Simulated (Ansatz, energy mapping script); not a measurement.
**CoO in the zinc-blende structure: exchange couplings worked by hand**

A handful of total energies of CoO in the zinc-blende structure fix a spin model. One order is withheld as a test.

Main program and level: Ansatz 0.2.0; LDA with U = 2.62 eV on Co d, ortho-atomic projectors; plane waves, U on orthogonalised atomic orbitals unless named otherwise, collinear spin, no spin–orbit coupling.

## (1) The structure

The structure is cubic, space group F-43m (No. 216). Conventional cell: a = 4.570 Å, b = 4.570 Å, c = 4.570 Å, α = 90.00°, β = 90.00°, γ = 90.00°. Nearest to Co lie 4 O at 1.98 Å. Nearest to O lie 4 Co at 1.98 Å. zincblende prototype, lattice guessed from radii. Farther neighbours and most contacts between anions are not listed.

As a file:

```cif
data_structure
_symmetry_space_group_name_H-M 'P 1'
_symmetry_Int_Tables_number 1
_cell_length_a 3.2317
_cell_length_b 3.2317
_cell_length_c 3.2317
_cell_angle_alpha 60.000
_cell_angle_beta 60.000
_cell_angle_gamma 60.000
_cell_volume 23.87
loop_
_atom_site_label
_atom_site_type_symbol
_atom_site_fract_x
_atom_site_fract_y
_atom_site_fract_z
_atom_site_occupancy
Co1 Co 0.00000 0.00000 0.00000 1
O2 O 0.25000 0.25000 0.25000 1
```

This cell was built for the study (zincblende prototype, lattice guessed from radii), not taken from an experiment; the compound need not form in this structure.

The cell was relaxed beforehand in Ansatz under PBEsol with U = 3.5 eV on Co d, ortho-atomic projectors, from parallel moments.

## (2) Two of the runs

The parallel order and one order with opposed moments, in one cell and on one mesh:

input.yaml reads:

```yaml
crystal:
  lattice:
    - [0.0, -2.285144763, -2.285144763]
    - [-2.285144763, 0.0, -2.285144763]
    - [2.285144763, 2.285144763, -4.570289526]
  atoms:
    - { symbol: Co, position: [0.5, 0.5, 0.5], spin: 3.0 }
    - { symbol: Co, position: [0.0, 0.0, 0.0], spin: 3.0 }
    - { symbol: O, position: [0.125, 0.125, 0.625] }
    - { symbol: O, position: [0.625, 0.625, 0.125] }
magnetization:
  spin_polarized: true
kpoints:
  mp_grid: { grid: [10, 10, 10] }
hamiltonian:
  xc: lda
  hubbard:
    sites:
      - { species: Co, l: d, u_eff: 2.62 }
      - { site: 0, l: d, u_eff: 2.62, starting_ns: [{ spin: up, occupation_matrix: co1_major }, { spin: down, occupation_matrix: co1_minor }] }
      - { site: 1, l: d, u_eff: 2.62, starting_ns: [{ spin: up, occupation_matrix: co1_major }, { spin: down, occupation_matrix: co1_minor }] }
    projectors: ortho-atomic
    occupation_matrices:
      co1_major:
        matrix:
          - [0.998, 0.0, 0.0, 0.0, 0.0]
          - [0.0, 0.992, 0.0, 0.0, 0.0]
          - [0.0, 0.0, 0.992, 0.0, 0.0]
          - [0.0, 0.0, 0.0, 0.998, 0.0]
          - [0.0, 0.0, 0.0, 0.0, 0.992]
      co1_minor:
        matrix:
          - [0.967, 0.0, 0.0, 0.0, 0.0]
          - [0.0, 0.163, 0.0, 0.0, 0.0]
          - [0.0, 0.0, 0.163, 0.0, 0.0]
          - [0.0, 0.0, 0.0, 0.967, 0.0]
          - [0.0, 0.0, 0.0, 0.0, 0.163]
scf:
  occupations: { method: fermi_dirac, width: 0.05 }
output:
  eigenvalues: true
```

Command:

```sh
> ansatz run input.yaml --threads 4 --pin off --max-ram 8192MiB --backend cpu --events-out ev --progress --plain --runs-dir out
```

Numbers of over 12 decimals in the logs are rounded to 6 here.

The program printed:

```text
Engine: ansatz 0.2.0, aarch64-unknown-linux-gnu
Pseudopotentials: kind: paw
Pseudopotential: Co, paw, valence charge 17, recommended cutoff 420 eV (normal), Co.paw.azcp
Pseudopotential: O, paw, valence charge 6, recommended cutoff 420 eV (normal), O.paw.azcp
Functional definition: SPW92
  exchange = slater_x
  correlation = pw_c
Crystal: 4 atoms, lattice volume = 47.731 Å³
Basis set: ecut = 420 eV, 923 PW (Γ)
[...]
k-point 0 ↑: bands = [... 19 lower, 6.5037, 6.5037, 8.8467, 8.8467, 9.7129, 9.7130, 9.7130, 9.9303, ... 5 higher]
  k-point 1 ↑: bands = [... 19 lower, 6.4938, 6.4938, 8.8750, 8.8750, 9.4625, 9.6960, 9.6960, 10.2126, ... 5 higher]
  k-point 2 ↑: bands = [... 19 lower, 6.4698, 6.5406, 8.9544, 8.9544, 9.1234, 9.6469, 9.6469, 10.6458, ... 5 higher]
  k-point 115 ↓: bands = [... 19 lower, 8.9876, 10.3035, 10.3035, 11.6723, 11.6723, 11.8800, 11.8800, 17.3567, ... 5 higher]
Occupation matrices written to <dir>
[key lines of the parts left out:]
SCF converged after 12 iterations
Magnetization: 5.9899 μB (25.9950 up, 20.0050 down)
Free energy (F): -11230.799723 eV
Fermi energy:    9.770181 eV
```

Elapsed: 9.2 s, on 4 threads of Arm Neoverse V2, shared host; peak memory 0.53 GiB.

input.yaml, as its differences from that of step 2:

```diff
@@ -7,3 +7,3 @@
     - { symbol: Co, position: [0.5, 0.5, 0.5], spin: 3.0 }
-    - { symbol: Co, position: [0.0, 0.0, 0.0], spin: 3.0 }
+    - { symbol: Co, position: [0.0, 0.0, 0.0], spin: -3.0 }
     - { symbol: O, position: [0.125, 0.125, 0.625] }
@@ -20,3 +20,3 @@
       - { site: 0, l: d, u_eff: 2.62, starting_ns: [{ spin: up, occupation_matrix: co1_major }, { spin: down, occupation_matrix: co1_minor }] }
-      - { site: 1, l: d, u_eff: 2.62, starting_ns: [{ spin: up, occupation_matrix: co1_major }, { spin: down, occupation_matrix: co1_minor }] }
+      - { site: 1, l: d, u_eff: 2.62, starting_ns: [{ spin: up, occupation_matrix: co1_minor }, { spin: down, occupation_matrix: co1_major }] }
     projectors: ortho-atomic
```

The program printed:

```text
[...]
Crystal: 4 atoms, lattice volume = 47.731 Å³
Basis set: ecut = 420 eV, 923 PW (Γ)
Bands: 32, of which v1, the nominal top of the filled ones, is band 23 counted from 1 (22 counted from 0)
Symmetry: 6 space group operations
[...]
k-points: 116 of 1000 (time reversal used)
[...]
Starting moments: Σ|m| = 6 μB on 2 of 4 sites
[...]
k-point 1 ↑: bands = [... 19 lower, 8.2956, 8.2956, 9.3854, 9.3854, 10.3390, 12.1216, 12.6202, 12.6202, ... 5 higher]
  k-point 2 ↑: bands = [... 19 lower, 8.2412, 8.2412, 9.4456, 9.4456, 10.6731, 12.0803, 12.6156, 12.6156, ... 5 higher]
  k-point 115 ↓: bands = [... 19 lower, 7.5780, 7.8306, 8.8219, 9.1071, 10.6281, 11.3706, 11.6285, 16.6004, ... 5 higher]
Occupation matrices written to <dir>
[key lines of the parts left out:]
SCF converged after 12 iterations
Magnetization: 0.0000 μB (23.0000 up, 23.0000 down)
Free energy (F): -11231.026981 eV
Fermi energy:    9.954223 eV
```

Elapsed: 5.2 s, on 4 threads; peak memory 0.49 GiB.

At zero occupation width the energies are -11230.79872 and -11231.02698 eV for 2 Co atoms, so ΔE = 1000 × (-11231.02698 − (-11230.79872)) / 2 = -114.13 meV a magnetic atom.

## (3) The orders used, and who is opposed

Each order is measured in this way from the parallel run of its own cell. n counts, for a mean magnetic atom, the neighbours of each shell whose moment is opposed.

| order | ΔE (meV) | n at 3.23 Å (of 12) | n at 4.57 Å (of 6) |
| --- | --- | --- | --- |
| compensated +− in cell A | -114.13 | 6 | 6 |
| compensated +− in cell B | -131.72 | 8 | 0 |
| uncompensated ++− in cell C | ? | 6.67 | 2.67 |

Wanted: the couplings, and ΔE of the order “uncompensated ++− in cell C”.

## (4) The equations

With E = −Σ J e·e over ordered pairs of unit vectors, an atom's energy is −Σ J (z − 2n), since each opposed neighbour turns +1 into −1. Against the parallel order, ΔE = 2 Σ n J:

- 12 J₁ + 12 J₂ = -114.13
- 16 J₁ = -131.72

Cramer's rule: the determinant of the left side is D = -192; with the column of each J replaced by the energies it is D₁ = 1581 and D₂ = 245.4. So J₁ = -8.23 meV and J₂ = -1.28 meV.

## (5) The order left out

ΔE = 13.34 × (-8.23) + 5.34 × (-1.28) = -116.65 meV.

## (6) What came out

| Quantity | Value |
| --- | --- |
| J₁, Co–Co at 3.23 Å | -8.23 meV |
| J₂, Co–Co at 4.57 Å | -1.28 meV |
| ΔE predicted for the withheld order | -117 meV |
| ΔE of the withheld run | -126 meV |

The hand solution predicts -116.65 meV and the withheld run gave -126.01 meV, a miss of 9.36 meV on a scale of 132 meV. Farther shells, terms beyond the Heisenberg form or the mesh can cause that. A least-squares fit to all 4 orders gives -9.22, -1.48 and 0.454 meV, with a third shell at 5.60 Å that the hand model leaves out. This set was picked because its moments stay put and its equations are well conditioned; many sets are less well behaved. Shells left out of the hand model add to these values wherever the orders used reverse them, so each J is partly a sum. The orders cannot split some shells at all: the value at 3.23 Å holds J(3.23) + 4 J(8.55). A fit with one more shell, at 6.46 Å, gives -8.8, -1.3, 0.26 and -0.50 meV and 283 K in mean field. The cell was built from a prototype and relaxed; a distortion that needs a larger cell, or another structure that the compound may prefer, is not captured.

[Logs and program files are shortened in this print: banners, set-up blocks, solver, clock and traceback lines can be left out without a mark of their own.]

[Logs are printed without paths, hosts, clocks, repeated set-up lines and the standing remarks that a program may print on its own settings, such as how far it seeks lower states.]

[Hosts, paths, dates, database ids (printed as entryN), source tags and the programs' standing remarks are cut or masked in the printed files.]

[Where a cell is said to come from a database of computed structures, the database is the Materials Project.]
